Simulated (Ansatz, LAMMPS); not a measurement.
# Glassy 72SiO2-17Al2O3-6BaO-6ZnO (mol %) (116 atoms): a single point

Wanted: forces, charges and levels of glassy 72SiO2-17Al2O3-6BaO-6ZnO (mol %) (116 atoms).

Program: Ansatz 0.2.0. Level of theory: Kohn-Sham DFT, PBE, PAW (set soft_2), plane waves. Results are calculated unless marked as measured.

## 1. The structure

The cell holds 116 atoms: 26 Si, 12 Al, 2 Ba, 2 Zn and 74 O. Its edges and angles: a = 11.087 Å, b = 11.087 Å, c = 11.087 Å, α = 90.0°, β = 90.0°, γ = 90.0°. 116 atoms (26 Si, 12 Al, 2 Ba, 2 Zn, 74 O) placed at random at 3.22 g/cm³, melted at 4000 K for 10 ps at fixed volume with the Morse and Coulomb pair potential with partial charges (Pedone, Malavasi, Menziani, Cormack and Segre, J. Phys. Chem. B 110, 11780 (2006)). Quenched from 4000 K to 300 K at 50 K/ps and fixed volume, held 5 ps.

What the set-up can't give: The quench rate of 50 K/ps is many orders above laboratory rates, so the cell is likely richer in defects and strain than a real sample. The network of bonds at the start is that of the classical potential that made the cell, and needn't be the one that DFT or experiment would give. Sampling is at Γ alone, for a cell whose shortest periodic width is 11 Å. The levels lack spin–orbit coupling, which is large for the heavy elements here.

## 2. Making the structure

A classical potential makes the cell, at a small fraction of what the same run would cost in DFT.

This step: classical MD, Morse and Coulomb pair potential with partial charges (Pedone, Malavasi, Menziani, Cormack and Segre, J. Phys. Chem. B 110, 11780 (2006)) (LAMMPS 22 Jul 2025 - Update 4).

Contents of in.lmp:

```
# melt-quench of Si26Al12Ba2Zn2O74
units metal
atom_style charge
boundary p p p
region box block 0 11.0867 0 11.0867 0 11.0867
create_box 5 box
mass 1 28.0850   # Si
mass 2 26.9815   # Al
mass 3 137.3270   # Ba
mass 4 65.3800   # Zn
mass 5 15.9990   # O
create_atoms 1 random 26 472057 NULL overlap 1.5 maxtry 2000
create_atoms 2 random 12 472064 NULL overlap 1.5 maxtry 2000
create_atoms 3 random 2 472071 NULL overlap 1.5 maxtry 2000
create_atoms 4 random 2 472078 NULL overlap 1.5 maxtry 2000
create_atoms 5 random 74 472085 NULL overlap 1.5 maxtry 2000
pair_style hybrid/overlay pedone 5.5 coul/long 8.0
pair_coeff * * coul/long
pair_coeff 1 5 pedone 0.340554 2.006700 2.100000 1   # Si-O
pair_coeff 2 5 pedone 0.361581 1.900442 2.164818 0.9   # Al-O
pair_coeff 3 5 pedone 0.065011 1.547596 3.393410 5   # Ba-O
pair_coeff 4 5 pedone 0.001221 3.150679 2.851850 1   # Zn-O
pair_coeff 5 5 pedone 0.042395 1.379316 3.618701 22   # O-O
set type 1 charge 2.4
set type 2 charge 1.8
set type 3 charge 1.2
set type 4 charge 1.2
set type 5 charge -1.2
kspace_style pppm 1.0e-4
neigh_modify delay 0 every 1 check yes
thermo_style custom step time temp pe press density
thermo_modify norm yes
timestep 0.002
thermo 100
# [... 15 lines left out ...]
fix md all nvt temp 4000 300 0.2
run 37000 post no
unfix md
thermo 1250
fix md all nvt temp 300 300 0.2
run 2500 post no
unfix md
write_dump all custom glass.dump id type xs ys zs modify sort id
```

Launch:

```console
> lmp -in in.lmp -log none -nocite
```

Numbers of over 12 decimals in the logs are rounded to 6 here.

The log of the run:

```text
LAMMPS (22 Jul 2025 - Update 4)
Created orthogonal box = (0 0 0) to (11.0867 11.0867 11.0867)
Created 26 atoms
Created 12 atoms
Created 2 atoms
Created 2 atoms
Created 74 atoms
PPPM initialization ...
  G vector (1/distance) = 0.38072456
  grid = 12 12 12
  estimated relative force accuracy = 7.047376e-05
   Step          Time           Temp          PotEng         Press         Density
         0   0              0             -2.8305636      703836.68      3.2210186
        91   0.182          0             -15.848247      26429.746      3.2210186
Loop time of 0.0731634 s on 1 MPI rank(s) for 91 steps with 116 atoms
Minimization stats:
  Stopping criterion = energy tolerance
  Energy initial, next-to-last, final =
     -2.83056361613886  -15.8470629983159   -15.848246603076
  Force two-norm initial, final = 360.69493 2.5310727
  Iterations, force evaluations = 91 123
   Step          Time           Temp          PotEng         Press         Density
         0   0              4000          -15.848247      73034.979      3.2210186
       500   1              2034.4384     -15.617942      46883.222      3.2210186
      1000   2              1927.1613     -15.648896      52697.718      3.2210186
Loop time of 0.507565 s on 1 MPI rank(s) for 1000 steps with 116 atoms
   Step          Time           Temp          PotEng         Press         Density
      1000   2              1927.1613     -15.648896      52697.718      3.2210186
      1666   3.332          4552.3341     -15.268423      103395.11      3.2210186
      2499   4.998          4338.1544     -15.31218       101113.47      3.2210186
      3332   6.664          3443.6837     -15.362293      126300.99      3.2210186
      4165   8.33           4096.0471     -15.361936      49978.114      3.2210186
      4998   9.996          3913.949      -15.291431      86863.438      3.2210186
      5831   11.662         3791.5685     -15.249239      104701.65      3.2210186
[... 1 line left out ...]
Loop time of 2.60488 s on 1 MPI rank(s) for 5000 steps with 116 atoms
   Step          Time           Temp          PotEng         Press         Density
[... 12 lines left out ...]
Loop time of 17.9862 s on 1 MPI rank(s) for 37000 steps with 116 atoms
   Step          Time           Temp          PotEng         Press         Density
     43000   86             278.9873      -15.93894       29769.818      3.2210186
     43750   87.5           302.96335     -15.942527      28862.093      3.2210186
     45000   90             269.98187     -15.939386      38148.396      3.2210186
     45500   91             301.8706      -15.939984      28717.45       3.2210186
Loop time of 1.12223 s on 1 MPI rank(s) for 2500 steps with 116 atoms
```

It took 22 s on 1 thread of Intel Xeon Platinum 8488C (Sapphire Rapids), shared host; peak memory 0.08 GiB.

## 3. Plane-wave single point

One self-consistent run at the given positions yields energy and forces.

Contents of input.yaml:

```yaml
crystal:
  lattice:
    - [11.0867, 0.0, 0.0]
    - [0.0, 11.0867, 0.0]
    - [0.0, 0.0, 11.0867]
  atoms:
    - { symbol: Si, position: [0.40673, 0.89359, 0.7606] }
    - { symbol: Si, position: [0.37715, 0.49067, 0.98967] }
    - { symbol: Si, position: [0.71934, 0.94286, 0.63085] }
    - { symbol: Si, position: [0.26999, 0.76199, 0.04247] }
    - { symbol: Si, position: [0.9458, 0.46552, 0.91788] }
    - { symbol: Si, position: [0.94714, 0.50806, 0.48508] }
    - { symbol: Si, position: [0.97427, 0.88505, 0.43672] }
    - { symbol: Si, position: [0.71791, 0.38611, 0.1232] }
    - { symbol: Si, position: [0.76168, 0.9937, 0.2827] }
    - { symbol: Si, position: [0.38223, 0.14531, 0.54302] }
    - { symbol: Si, position: [0.19784, 0.894, 0.26748] }
    - { symbol: Si, position: [0.13239, 0.85804, 0.82747] }
    - { symbol: Si, position: [0.11293, 0.07916, 0.54194] }
    - { symbol: Si, position: [0.91645, 0.00765, 0.05163] }
    - { symbol: Si, position: [0.18192, 0.47593, 0.81498] }
    - { symbol: Si, position: [0.60433, 0.7238, 0.5088] }
    - { symbol: Si, position: [0.05778, 0.24933, 0.09252] }
    - { symbol: Si, position: [0.72027, 0.62665, 0.02545] }
    - { symbol: Si, position: [0.20811, 0.60986, 0.58578] }
    - { symbol: Si, position: [0.70393, 0.24613, 0.34532] }
    - { symbol: Si, position: [0.90219, 0.57192, 0.21795] }
    - { symbol: Si, position: [0.79251, 0.53443, 0.71078] }
    - { symbol: Si, position: [0.353, 0.83039, 0.49807] }
    - { symbol: Si, position: [0.50415, 0.86868, 0.1022] }
    - { symbol: Si, position: [0.39978, 0.41921, 0.50168] }
    - { symbol: Si, position: [0.50448, 0.14124, 0.89809] }
    - { symbol: Al, position: [0.54148, 0.40011, 0.76436] }
    - { symbol: Al, position: [0.75264, 0.23956, 0.86607] }
    - { symbol: Al, position: [0.66231, 0.71746, 0.2661] }
    - { symbol: Al, position: [0.49101, 0.0751, 0.30161] }
    - { symbol: Al, position: [0.6312, 0.20588, 0.60722] }
    - { symbol: Al, position: [0.92974, 0.77075, 0.6663] }
    - { symbol: Al, position: [0.99652, 0.25778, 0.36009] }
    - { symbol: Al, position: [0.92842, 0.04172, 0.77228] }
    - { symbol: Al, position: [0.46305, 0.35896, 0.23044] }
    - { symbol: Al, position: [0.31461, 0.1449, 0.12529] }
    - { symbol: Al, position: [0.69067, 0.94637, 0.8956] }
    - { symbol: Al, position: [0.56736, 0.65254, 0.79961] }
    - { symbol: Ba, position: [0.23102, 0.16364, 0.82837] }
    - { symbol: Ba, position: [0.20981, 0.52058, 0.27783] }
    - { symbol: Zn, position: [0.9695, 0.29261, 0.69522] }
    - { symbol: Zn, position: [0.01118, 0.7158, 0.02256] }
    - { symbol: O, position: [0.78642, 0.667, 0.16312] }
    - { symbol: O, position: [0.05868, 0.95537, 0.531] }
    - { symbol: O, position: [0.09142, 0.1497, 0.41928] }
    - { symbol: O, position: [0.44658, 0.01942, 0.8244] }
    - { symbol: O, position: [0.25606, 0.09048, 0.58039] }
    - { symbol: O, position: [0.66163, 0.91544, 0.75612] }
    - { symbol: O, position: [0.06591, 0.86069, 0.32692] }
    - { symbol: O, position: [0.19535, 0.22945, 0.07086] }
    - { symbol: O, position: [0.88231, 0.18717, 0.80714] }
    - { symbol: O, position: [0.67829, 0.28244, 0.73525] }
    - { symbol: O, position: [0.46802, 0.75979, 0.45032] }
    - { symbol: O, position: [0.06311, 0.5434, 0.8854] }
    - { symbol: O, position: [0.6428, 0.11806, 0.89689] }
    - { symbol: O, position: [0.4178, 0.4133, 0.10118] }
    - { symbol: O, position: [0.26229, 0.88414, 0.7913] }
    - { symbol: O, position: [0.71431, 0.07915, 0.5987] }
    - { symbol: O, position: [0.45382, 0.06935, 0.4451] }
    - { symbol: O, position: [0.03099, 0.13195, 0.64906] }
    - { symbol: O, position: [0.82329, 0.03137, 0.15985] }
    - { symbol: O, position: [0.84158, 0.50703, 0.58024] }
    - { symbol: O, position: [0.60674, 0.91706, 0.01992] }
    - { symbol: O, position: [0.31042, 0.6191, 0.03661] }
    - { symbol: O, position: [0.23878, 0.57601, 0.72818] }
    - { symbol: O, position: [0.2251, 0.7847, 0.17427] }
    - { symbol: O, position: [0.83558, 0.44369, 0.18366] }
    - { symbol: O, position: [0.65487, 0.09846, 0.31023] }
    - { symbol: O, position: [0.6491, 0.51004, 0.07326] }
    - { symbol: O, position: [0.84119, 0.24173, 0.34724] }
    - { symbol: O, position: [0.28197, 0.89256, 0.3845] }
    - { symbol: O, position: [0.74515, 0.31217, 0.00676] }
    - { symbol: O, position: [0.06061, 0.98608, 0.84174] }
    - { symbol: O, position: [0.66399, 0.64756, 0.39957] }
    - { symbol: O, position: [0.4545, 0.76434, 0.7966] }
    - { symbol: O, position: [0.92861, 0.76815, 0.5119] }
    - { symbol: O, position: [0.40967, 0.20647, 0.24353] }
    - { symbol: O, position: [0.44623, 0.42806, 0.36261] }
    [... 32 atom lines left out ...]
    - { symbol: O, position: [0.47308, 0.9655, 0.19886] }
    - { symbol: O, position: [0.8662, 0.97608, 0.38202] }
    - { symbol: O, position: [0.41267, 0.89837, 0.61595] }
    - { symbol: O, position: [0.69558, 0.87103, 0.282] }
    - { symbol: O, position: [0.48125, 0.42095, 0.61975] }
    - { symbol: O, position: [0.07247, 0.57176, 0.54809] }
kpoints:
  mp_grid: { grid: [1, 1, 1] }
hamiltonian:
  xc: pbe
scf:
  occupations: { method: fixed }
output:
  forces: true
  stress: true
  populations: true
  dos:
    method: { smearing: { sigma: 0.15 } }
    de: 0.1
    projected: { site_lists: { Al: [Al], Ba: [Ba], O: [O], Si: [Si], Zn: [Zn] } }
  eigenvalues: true
  write_density: true
  write_potential: true
  volumetric_format: npy
```

Launch:

```console
> ansatz run input.yaml --threads 8 --pin off --max-ram 15872MiB --backend cpu --events-out ev --progress --plain --runs-dir out
```

The log of the run:

```text
Engine: ansatz 0.2.0, x86_64-unknown-linux-gnu
Pseudopotentials: kind: paw
Pseudopotential: Si, paw, valence charge 4, recommended cutoff 420 eV (normal), Si.paw.azcp
Pseudopotential: Al, paw, valence charge 3, recommended cutoff 420 eV (normal), Al.paw.azcp
Pseudopotential: Ba, paw, valence charge 10, recommended cutoff 420 eV (normal), Ba.paw.azcp
Pseudopotential: Zn, paw, valence charge 12, recommended cutoff 420 eV (normal), Zn.paw.azcp
Pseudopotential: O, paw, valence charge 6, recommended cutoff 420 eV (normal), O.paw.azcp
[... 5 lines on functional and potentials left out ...]
Crystal: 116 atoms, lattice volume = 1362.721 Å³
Basis set: ecut = 420 eV, 26745 PW (Γ), exchange–correlation on 150×150×150 points (8 copies of the dense FFT grid, shifted against one another)
Bands: 430, of which v1, the nominal top of the filled ones, is band 314 counted from 1 (313 counted from 0)
Symmetry: 1 space group operations
Space group: P1 (ITA 1), of the structure as read, at distance tolerance 1.1e-4 Å
k-points: 1
[... 11 lines on functional and potentials left out ...]
Initial density: superposition of atomic densities (neutral atoms: chi_scale 0, normalization atom), corrected by the library's trained network
Initial wavefunctions: pseudopotential atomic-orbital guess
Functional: x = pbe(κ = 0.804, μ = 0.219515), c = pbe(β = 0.066725)
SCF iter   1: F=—  HF=-83625.772572 eV  |F-HF|=—  |Δ(HF+E_count)|=         —  Δρ=2.46e-3  dr2=1.13e-1  ethr=1.77e-3  ⟨swp⟩=5.0  Hψ=1688  notcnv=0  defer=114
preconditioner: auto → Resta (q_TF=auto, 2.398 Å⁻¹)  ε∞=3.5  [insulator: Δε(μ)=3.601 eV  Ē_g=16.049 eV  n_scr=304 (ndim 8)  ℏωp=25.2 eV  f_vac=0.070  ε∞_Penn≈3.5]
SCF iter   2: F=—  HF=-83625.771697 eV  |F-HF|=—  |Δ(HF+E_count)|=   8.75e-4  Δρ=1.29e-3  dr2=2.96e-2  ethr=1.80e-5  ⟨swp⟩=2.0  Hψ=707  notcnv=0  defer=114
SCF iter   3: F=—  HF=-83625.772712 eV  |F-HF|=—  |Δ(HF+E_count)|=   1.02e-3  Δρ=5.82e-4  dr2=7.40e-3  ethr=4.72e-6  ⟨swp⟩=2.0  Hψ=563  notcnv=0  defer=114
SCF iter   4: F=—  HF=-83625.771872 eV  |F-HF|=—  |Δ(HF+E_count)|=   8.40e-4  Δρ=1.87e-4  dr2=5.20e-4  ethr=1.18e-6  ⟨swp⟩=2.0  Hψ=564  notcnv=0  defer=114
SCF iter   5: F=—  HF=-83625.771962 eV  |F-HF|=—  |Δ(HF+E_count)|=   9.00e-5  Δρ=1.13e-4  dr2=1.47e-4  ethr=8.27e-8  ⟨swp⟩=2.0  Hψ=562  notcnv=0  defer=113
SCF iter   6: F=—  HF=-83625.771943 eV  |F-HF|=—  |Δ(HF+E_count)|=   1.91e-5  Δρ=3.43e-5  dr2=1.45e-5  ethr=2.34e-8  ⟨swp⟩=2.0  Hψ=565  notcnv=0  defer=110
SCF iter   7: F=—  HF=-83625.769526 eV  |F-HF|=—  |Δ(HF+E_count)|=   2.42e-3  Δρ=1.51e-5  dr2=2.43e-6  ethr=2.31e-9  ⟨swp⟩=2.0  Hψ=742  notcnv=0  defer=110
SCF iter   8: F=—  HF=-83625.769528 eV  |F-HF|=—  |Δ(HF+E_count)|=   1.52e-6  Δρ=6.89e-6  dr2=5.34e-7  ethr=3.88e-10  ⟨swp⟩=2.0  Hψ=633  notcnv=0  defer=110
SCF iter   9: F=-83625.769528 eV  HF=-83625.769528 eV  |F-HF|=1.33e-8  |Δ(HF+E_count)|=   3.41e-7  Δρ=2.46e-6  dr2=7.82e-8  ethr=1.59e-11  ⟨swp⟩=22.0  Hψ=4492  notcnv=0
SCF 1 converged in 9 iterations: F = -83625.769528 eV  dr2 = 7.82e-8
  greatest PAW one-centre occupation: 0.993 electrons in one spin orbital (limit 2), on the Zn atom at site 40 (counted from 0), in its partial waves of l = 2
SCF converged after 9 iterations
Free energy (F): -83625.769528 eV
Harris-Foulkes:  -83625.769528 eV  (|F-HF|=1.33e-8)
Internal energy: -83625.769528 eV  (E = F + TS)
E sigma→0 (E₀):  -83625.769528 eV
Fermi energy:    5.223924 eV
--- Per-component energies (eV) ---
  E_band       = -1563.816453
  E_kinetic    = 15368.928358
  E_local      = -39455.777122  (includes V_loc(G=0)·N_el)
  E_nonlocal   = 5680.556810
  E_hartree    = 14798.893682
  E_xc         = -8067.847127
  E_vxc        = -9019.478734  (∫ρ·V_xc dr)
  E_paw        = -44844.801540  (= ΣΔE_a)
  E_vpaw       = -3736.015685  (= ΣTr[D̂ρ^β])
  E_aug_tail   = 0.189235  (compensation charges beyond the density's cutoff)
  E_ewald      = -27105.911824
  E_smearing   = -0.000000  (= −TS)
  E_closure    = 0.000000  (closes the sum)
  Σ components = -83625.769528   (vs F -83625.769528, Δ=0.00e0)
--- Forces (eV/Å), atoms counted from 1 ---
  atom   1  Si     0.08647902    -1.01900822     0.38169960
  atom   2  Si     0.80959243     2.90053975    -2.30605438
  atom   3  Si     1.35947640    -1.06969667    -0.39082329
  atom   4  Si     1.64258096    -1.37691851    -0.70523233
  atom   5  Si     0.53172989     0.66159452     2.88784528
  atom   6  Si     2.73686494    -0.23301943     1.98988138
  atom   7  Si    -1.21192872     0.19560302    -0.80795047
  atom   8  Si     1.09195871     2.71526270    -2.34331573
  atom   9  Si     0.60836099    -1.12445477     0.34071117
  atom  10  Si     0.68880511     2.51852641    -2.02922730
  atom  11  Si    -0.84776809     1.51726583     0.02447913
  atom  12  Si    -2.11036669     1.42890060     0.09771318
  atom  13  Si     1.23560783     4.34895074    -0.48255528
  atom  14  Si    -0.78704414    -3.94318008    -0.12826767
[...]
atom 115  O      0.55746208     0.90003822     0.58951372
  atom 116  O     -1.01835596     0.18054947    -0.72450354
  max |Σ_I F_I| component: 2.59e-4 eV/Å
--- Stress (GPa, compression-positive) ---
       12.285208       1.506570      -2.296602
        1.506569       8.421640       1.323243
       -2.296610       1.323243      13.414049
  P = ⅓ Tr σ = 11.3736 GPa (113.736 kbar)
--- Band table (eV) ---
  k-point 0: bands = ["-22.1477", "-20.7393", "-16.4585", "-15.8681", [... 414 levels ...], "15.3425", "15.3694", "15.3786", "15.3998", "15.4626", "15.4810", "15.5011", "15.5339", "15.5609", "15.5893", "15.6408", "15.6473"]
--- Löwdin populations: 116 sites ---
  site symbol       q [e]
     0     Si      2.2681
     1     Si      2.2347
     2     Si      2.2422
[...]
115      O      6.7903
  spilling = 0.011947 (of n_electrons = 628.000000)
```

Wall time 8.4 s (8 threads of Intel Xeon Platinum 8488C (Sapphire Rapids), shared host); peak memory 2.2 GiB; 60 s of CPU time.

The column dr2 measures how far the density is from self-consistency, as an energy; F and HF (Harris–Foulkes) agree once it is small.

Read from the output:

```yaml
free_energy: -83625.7695 eV
free_energy_per_atom: -720.9118 eV/atom
scf_cycles: 9
pressure: 11.37 GPa
r_m_s_force_component: 1.329 eV/Å
longest_force: 5.303 eV/Å
fermi_energy: 5.224 eV
spacing_of_highest_filled_and_lowest_empty_level: 3.536 eV
spilling_of_the_projection: 0.01195
```

Length of the force by element:

| element | coordination | atoms | mean length of the force (eV/Å) | spread | least | most |
| --- | --- | --- | --- | --- | --- | --- |
| Al | all | 12 | 2.05 | 1.00 | 0.942 | 3.78 |
| Ba | all | 2 | 0.568 | 0.0933 | 0.475 | 0.662 |
| O | all | 74 | 1.84 | 0.949 | 0.447 | 5.30 |
| Si | all | 26 | 2.77 | 1.10 | 0.679 | 4.99 |
| Zn | all | 2 | 1.04 | 0.231 | 0.806 | 1.27 |

Löwdin charges by element (they lack the spilled electrons, 0.065 e an atom on average):

| element | coordination | atoms | mean charge (e) | spread | least | most |
| --- | --- | --- | --- | --- | --- | --- |
| Al | all | 12 | 1.35 | 0.0302 | 1.30 | 1.40 |
| Ba | all | 2 | 1.92 | 0.0047 | 1.91 | 1.92 |
| O | all | 74 | -0.826 | 0.0491 | -1.00 | -0.743 |
| Si | all | 26 | 1.75 | 0.0202 | 1.70 | 1.79 |
| Zn | all | 2 | 1.53 | 0.0029 | 1.53 | 1.53 |

Density of states as counts of states in windows of 1 eV (from the Fermi level), total and the larger projections:

| from (eV) | to (eV) | total | O p | Si p | Zn d |
| --- | --- | --- | --- | --- | --- |
| -10 | -9 | 12.8 | 8.7 | 0.7 | 0.0 |
| -9 | -8 | 16.4 | 11.4 | 1.2 | 0.1 |
| -8 | -7 | 22.4 | 16.4 | 2.5 | 0.3 |
| -7 | -6 | 44.1 | 32.2 | 5.1 | 2.4 |
| -6 | -5 | 55.1 | 35.8 | 4.6 | 10.1 |
| -5 | -4 | 58.4 | 45.6 | 3.5 | 4.0 |
| -4 | -3 | 66.9 | 58.4 | 2.4 | 1.4 |
| -3 | -2 | 73.6 | 67.8 | 1.7 | 0.8 |
| -2 | -1 | 73.6 | 69.3 | 1.1 | 0.7 |
| -1 | 0 | 36.0 | 34.4 | 0.4 | 0.1 |
| 0 | 1 | 1.3 | 1.2 | 0.0 | 0.0 |
| 1 | 3 | 0.0 | 0.0 | 0.0 | 0.0 |
| 3 | 4 | 2.4 | 0.1 | 0.1 | 0.0 |
| 4 | 5 | 10.8 | 0.9 | 0.8 | 0.0 |

With fixed occupations the program's Fermi level is the highest filled level; weight inside the gap is the broadening of levels at its edges.

Between -26 and -10 eV lie 164 more states.

The levels nearest the highest filled one (over half full), pooled over k-points and spins:

| level less the highest filled one (eV) | occupation |
| --- | --- |
| -0.315 | 2 |
| -0.293 | 2 |
| -0.233 | 2 |
| -0.137 | 2 |
| -0.0703 | 2 |
| 0 | 2 |
| 3.54 | 0 |
| 4.12 | 0 |
| 4.36 | 0 |
| 4.72 | 0 |
| 4.72 | 0 |
| 4.86 | 0 |

Valence density in the ac plane at fractional y = 0.150, with atoms of Si and Al and Ba and O within 0.2 Å of it. It is the smooth field of the valence electrons, not physical close to the nuclei.

Values in e/Å³, 13 rows by 16 columns, each cell a mean:
```
0.2 0.1 0.1 0.3 0.2 0.3 1.7 1.3 0.3 0.7 1.4 0.4 0.1 0.0 0.1 0.1
0.0 0.1 0.6 1.1 1.1 0.4 0.2 0.2 0.2 1.3 3.1 0.8 0.2 0.4 0.7 0.2
0.1 0.1 0.7 1.1 1.1 0.4 0.1 0.1 0.1 0.2 0.3 0.1 0.2 1.4 2.8 0.5
1.0 0.4 0.2 0.4 0.4 0.1 0.1 0.5 0.3 0.1 0.1 0.1 0.1 0.2 0.4 0.4
4.6 1.8 0.2 0.3 0.4 0.2 0.7 3.4 1.7 0.2 0.3 0.5 0.2 0.0 0.1 0.8
0.8 0.5 0.2 0.6 1.1 0.4 0.3 1.0 0.5 0.1 0.3 0.6 0.2 0.0 0.0 0.2
0.4 1.4 0.6 0.2 0.2 0.2 0.3 0.4 0.1 0.1 0.1 0.1 0.0 0.0 0.0 0.0
1.2 5.3 1.8 0.1 0.0 0.1 0.2 0.4 0.2 0.1 0.2 0.1 0.1 0.1 0.1 0.1
0.3 0.7 0.3 0.0 0.0 0.1 0.2 0.2 0.1 0.4 1.5 0.8 0.2 0.2 0.1 0.1
0.0 0.0 0.0 0.0 0.1 0.3 1.3 0.8 0.2 0.3 0.9 0.4 0.1 0.1 0.0 0.0
0.1 0.1 0.1 0.1 0.1 0.2 0.6 0.3 0.1 0.0 0.0 0.0 0.0 0.1 0.0 0.1
1.7 0.3 0.2 0.4 0.2 0.1 0.4 0.2 0.0 0.0 0.0 0.0 0.0 0.0 0.1 1.2
2.8 0.4 0.2 0.3 0.2 0.6 4.1 2.3 0.2 0.0 0.0 0.0 0.0 0.0 0.2 2.0
```
Columns run along a (11.1 Å), rows up along c (11.1 Å). Atoms in or near the plane, at fractional coordinates: Si at (0.38, 0.54), Si at (0.50, 0.90), Al at (0.31, 0.13), Ba at (0.23, 0.83), O at (0.09, 0.42), O at (0.42, 0.01).

(Part 1 of 2 ends here.)

[Logs are printed without paths, hosts, clocks, repeated set-up lines and the standing remarks that a program may print on its own settings, such as how far it seeks lower states.]

[Hosts, paths, dates, database ids (printed as entryN), source tags and the programs' standing remarks are cut or masked in the printed files.]
